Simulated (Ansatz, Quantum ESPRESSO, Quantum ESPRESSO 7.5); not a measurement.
**Complex bands of LiH, rock salt type, lattice constant set to 4.08 Å**

Wanted: the complex band structure of LiH, rock salt type, lattice constant set to 4.08 Å, as for a tunnel barrier.

Program: Quantum ESPRESSO 7.5. Level of theory: plane-wave DFT, PBE, SG15 norm-conserving pseudopotentials (cross-check by Ansatz 0.2.0 with PAW datasets). Results are calculated unless marked as measured.

## (1) The structure

The structure is cubic, space group Fm-3m (No. 225). Conventional cell: a = 4.080 Å, b = 4.080 Å, c = 4.080 Å, α = 90.00°, β = 90.00°, γ = 90.00°. Li has 6 H at 2.04 Å nearest. Nearest to H lie 6 Li at 2.04 Å. Farther neighbours are not listed.

Structure file:

```cif
data_structure
_symmetry_space_group_name_H-M 'P 1'
_symmetry_Int_Tables_number 1
_cell_length_a 2.8850
_cell_length_b 2.8850
_cell_length_c 4.0800
_cell_angle_alpha 90.000
_cell_angle_beta 90.000
_cell_angle_gamma 90.000
_cell_volume 33.96
loop_
_atom_site_label
_atom_site_type_symbol
_atom_site_fract_x
_atom_site_fract_y
_atom_site_fract_z
_atom_site_occupancy
Li1 Li 0.00000 0.00000 0.00000 1
H2 H 0.50000 0.50000 0.00000 1
Li3 Li 0.50000 0.50000 0.50000 1
H4 H 0.00000 0.00000 0.50000 1
```

## (2) SCF with pw.x

pwcond needs a cell whose third axis lies along the current and stands perpendicular to the other two.

scf.in

```
&control
  prefix = 'scf'
  outdir = './out'
  pseudo_dir = './pseudo'
  calculation = 'scf'
  tprnfor = .true.
/
&system
  ibrav = 0
  nat = 4
  ntyp = 2
  ecutwfc = 60
  ecutrho = 240
  occupations = 'fixed'
  nbnd = 8
/
&electrons
  conv_thr = 1e-09
  mixing_beta = 0.6
  electron_maxstep = 120
/
ATOMIC_SPECIES
  Li  6.9400  Li_ONCV_PBE-1.2.upf
  H   1.0080  H_ONCV_PBE-1.2.upf
CELL_PARAMETERS angstrom
  2.88499566724111 0.00000000000000 0.00000000000000
  0.00000000000000 2.88499566724111 0.00000000000000
  0.00000000000000 0.00000000000000 4.08000000000000
ATOMIC_POSITIONS crystal
  Li  0.000000000000 0.000000000000 0.000000000000
  H   0.500000000000 0.500000000000 0.000000000000
  Li  0.500000000000 0.500000000000 0.500000000000
  H   0.000000000000 0.000000000000 0.500000000000
K_POINTS automatic
  8 8 6 0 0 0
```

Launch:

```sh
$ OMP_NUM_THREADS=1 mpirun -n 2 pw.x -nk 2 -in scf.in > scf.out
```

Log:

```text
Program PWSCF v.7.5 starts
[citation notice left out]

     Parallel version (MPI & OpenMP), running on       2 processor cores
     Number of MPI processes:                 2
     Threads/MPI process:                     1

     MPI processes distributed on     1 nodes
[...]
Current dimensions of program PWSCF are:
     Max number of different atomic species (ntypx) = 10
     Max number of k-points (npk) =  40000
     Max angular momentum in pseudopotentials (lmaxx) =  4
     Found identity + ( -0.5000 -0.5000 -0.5000) symmetry
     This is a supercell, fractional translations are disabled
     Message from routine setup:
     using ibrav=0 with symmetry is DISCOURAGED, use correct ibrav instead

     K-points division:     npool     =       2
     Subspace diagonalization in iterative solution of the eigenvalue problem:
     a serial algorithm will be used

     G-vector sticks info
     --------------------
     sticks:   dense  smooth     PW     G-vecs:    dense   smooth      PW
     Sum         569     569    177                14383    14383    2477

     Using Slab Decomposition

     bravais-lattice index     =            0
     lattice parameter (alat)  =       5.4519  a.u.
     unit-cell volume          =     229.1644 (a.u.)^3
     number of atoms/cell      =            4
     number of atomic types    =            2
     number of electrons       =         8.00
     number of Kohn-Sham states=            8
     kinetic-energy cutoff     =      60.0000  Ry
     charge density cutoff     =     240.0000  Ry
     scf convergence threshold =      1.0E-09
     mixing beta               =       0.6000
     number of iterations used =            8  plain     mixing
     Exchange-correlation= PBE
                           (   1   4   3   4   0   0   0)

     celldm(1)=   5.451852  celldm(2)=   0.000000  celldm(3)=   0.000000
     celldm(4)=   0.000000  celldm(5)=   0.000000  celldm(6)=   0.000000

     crystal axes: (cart. coord. in units of alat)
               a(1) = (   1.000000   0.000000   0.000000 )
               a(2) = (   0.000000   1.000000   0.000000 )
               a(3) = (   0.000000   0.000000   1.414214 )

     reciprocal axes: (cart. coord. in units 2 pi/alat)
               b(1) = (  1.000000  0.000000  0.000000 )
               b(2) = (  0.000000  1.000000  0.000000 )
               b(3) = (  0.000000  0.000000  0.707107 )

     PseudoPot. # 1 for Li read from file:
     ./pseudo/Li_ONCV_PBE-1.2.upf
     Pseudo is Norm-conserving, Zval =  3.0
     Generated using ONCVPSP code by D. R. Hamann
     Using radial grid of  602 points,  4 beta functions with:
                l(1) =   0
                l(2) =   0
                l(3) =   1
                l(4) =   1

     PseudoPot. # 2 for H  read from file:
     ./pseudo/H_ONCV_PBE-1.2.upf
     Pseudo is Norm-conserving, Zval =  1.0
     Generated using ONCVPSP code by D. R. Hamann
     Using radial grid of  602 points,  2 beta functions with:
                l(1) =   0
                l(2) =   0

     atomic species   valence    mass     pseudopotential
     Li                3.00     6.94000     Li( 1.00)
     H                 1.00     1.00800     H ( 1.00)

     16 Sym. Ops., with inversion, found

   Cartesian axes

     site n.     atom                  positions (alat units)
         1        Li     tau(   1) = (   0.0000000   0.0000000   0.0000000  )
         2        H      tau(   2) = (   0.5000000   0.5000000   0.0000000  )
         3        Li     tau(   3) = (   0.5000000   0.5000000   0.7071068  )
         4        H      tau(   4) = (   0.0000000   0.0000000   0.7071068  )

     number of k points=    60
                       cart. coord. in units 2pi/alat
        k(    1) = (   0.0000000   0.0000000   0.0000000), wk =   0.0052083
        k(    2) = (   0.0000000   0.0000000   0.1178511), wk =   0.0104167
        k(    3) = (   0.0000000   0.0000000   0.2357023), wk =   0.0104167
        k(    4) = (   0.0000000   0.0000000  -0.3535534), wk =   0.0052083
        k(    5) = (   0.0000000   0.1250000   0.0000000), wk =   0.0208333
        k(    6) = (   0.0000000   0.1250000   0.1178511), wk =   0.0416667
        k(    7) = (   0.0000000   0.1250000   0.2357023), wk =   0.0416667
        k(    8) = (   0.0000000   0.1250000  -0.3535534), wk =   0.0208333
        k(    9) = (   0.0000000   0.2500000   0.0000000), wk =   0.0208333
        k(   10) = (   0.0000000   0.2500000   0.1178511), wk =   0.0416667
[...]
k(   60) = (  -0.5000000  -0.5000000  -0.3535534), wk =   0.0052083

     Dense  grid:    14383 G-vectors     FFT dimensions: (  27,  27,  40)

     Estimated max dynamical RAM per process >      17.38 MB

     Estimated total dynamical RAM >      31.25 MB

     Initial potential from superposition of free atoms

     starting charge       7.7702, renormalised to       8.0000
     Starting wfcs are random

     total cpu time spent up to now is        0.9 secs

     per-process dynamical memory:    18.2 Mb

     Self-consistent Calculation

     iteration #  1     ecut=    60.00 Ry     beta= 0.60
     Davidson diagonalization with overlap
     ethr =  1.00E-02,  avg # of iterations =  7.8

     total cpu time spent up to now is        3.2 secs

     total energy              =     -30.93824824 Ry
     estimated scf accuracy    <       0.11959153 Ry

     iteration #  2     ecut=    60.00 Ry     beta= 0.60
[...]
total energy              =     -30.94632129 Ry
     estimated scf accuracy    <       0.00421929 Ry

     iteration #  3     ecut=    60.00 Ry     beta= 0.60
[...]
total energy              =     -30.94717596 Ry
     estimated scf accuracy    <       0.00009021 Ry

     iteration #  4     ecut=    60.00 Ry     beta= 0.60
[...]
total energy              =     -30.94718936 Ry
     estimated scf accuracy    <       0.00000426 Ry

     iteration #  5     ecut=    60.00 Ry     beta= 0.60
[...]
total energy              =     -30.94718954 Ry
     estimated scf accuracy    <       0.00000059 Ry

     iteration #  6     ecut=    60.00 Ry     beta= 0.60
[...]
total energy              =     -30.94718959 Ry
     estimated scf accuracy    <          3.9E-09 Ry

     iteration #  7     ecut=    60.00 Ry     beta= 0.60
[...]
End of self-consistent calculation

          k = 0.0000 0.0000 0.0000 (  1827 PWs)   bands (ev):

   -43.9171 -43.8679  -4.8423   0.3923   3.4191  10.9612  10.9612  14.0599

          k = 0.0000 0.0000 0.1179 (  1811 PWs)   bands (ev):

   -43.9138 -43.8711  -4.6808  -0.6647   4.8920  11.2015  11.2015  14.3100

          k = 0.0000 0.0000 0.2357 (  1803 PWs)   bands (ev):

   -43.9046 -43.8800  -4.1870  -2.1496   7.5636  11.9186  11.9186  13.1013

          k = 0.0000 0.0000-0.3536 (  1804 PWs)   bands (ev):

   -43.8923 -43.8922  -3.3460  -3.3460  10.4922  10.4922  13.0993  13.0993

          k = 0.0000 0.1250 0.0000 (  1809 PWs)   bands (ev):

   -43.9134 -43.8678  -4.6619   0.3131   3.6963   9.3351  11.2355  14.6152

          k = 0.0000 0.1250 0.1179 (  1813 PWs)   bands (ev):

   -43.9103 -43.8708  -4.5032  -0.6307   5.0027   9.6191  11.4752  13.3629

[...]
highest occupied, lowest unoccupied level (ev):     0.3924    3.4188

!    total energy              =     -30.94718959 Ry
     estimated scf accuracy    <          2.9E-10 Ry

     The total energy is the sum of the following terms:
     one-electron contribution =     -15.55844084 Ry
     hartree contribution      =       6.22825615 Ry
     xc contribution           =      -8.02778132 Ry
     ewald contribution        =     -13.58922358 Ry

     convergence has been achieved in   7 iterations

     Forces acting on atoms (cartesian axes, Ry/au):

     atom    1 type  1   force =     0.00000000    0.00000000    0.00000000
     atom    2 type  2   force =     0.00000000    0.00000000    0.00000000
     atom    3 type  1   force =     0.00000000    0.00000000    0.00000000
     atom    4 type  2   force =     0.00000000    0.00000000    0.00000000

     Total force =     0.000000     Total SCF correction =     0.000000

[...]
=------------------------------------------------------------------------------=
   JOB DONE.
=------------------------------------------------------------------------------=
```

Run time: 9.9 s. Hardware: 2 MPI ranks of Arm Neoverse N1, shared host; peak memory 0.11 GiB.

Numbers from this step:

| Property | Result |
| --- | --- |
| free energy | -421.0580 eV |
| valence top, on the run's zero | 0.3924 eV |
| conduction bottom, on the run's zero | 3.419 eV |
| gap by band count | 3.026 eV |

The run needed 7 iterations to bring the estimated error under 1e-09 Ry.

(Continued in part 2 of 3.)

[Logs are printed without paths, hosts, clocks, repeated set-up lines and the standing remarks that a program may print on its own settings, such as how far it seeks lower states.]

[Hosts, paths, dates, database ids (printed as entryN), source tags and the programs' standing remarks are cut or masked in the printed files.]

[Maps of the electrostatic potential energy from Ansatz leave out the sawtooth potential of an applied field or a dipole correction, so their vacuum need not be flat; planar profiles and work functions include it.]
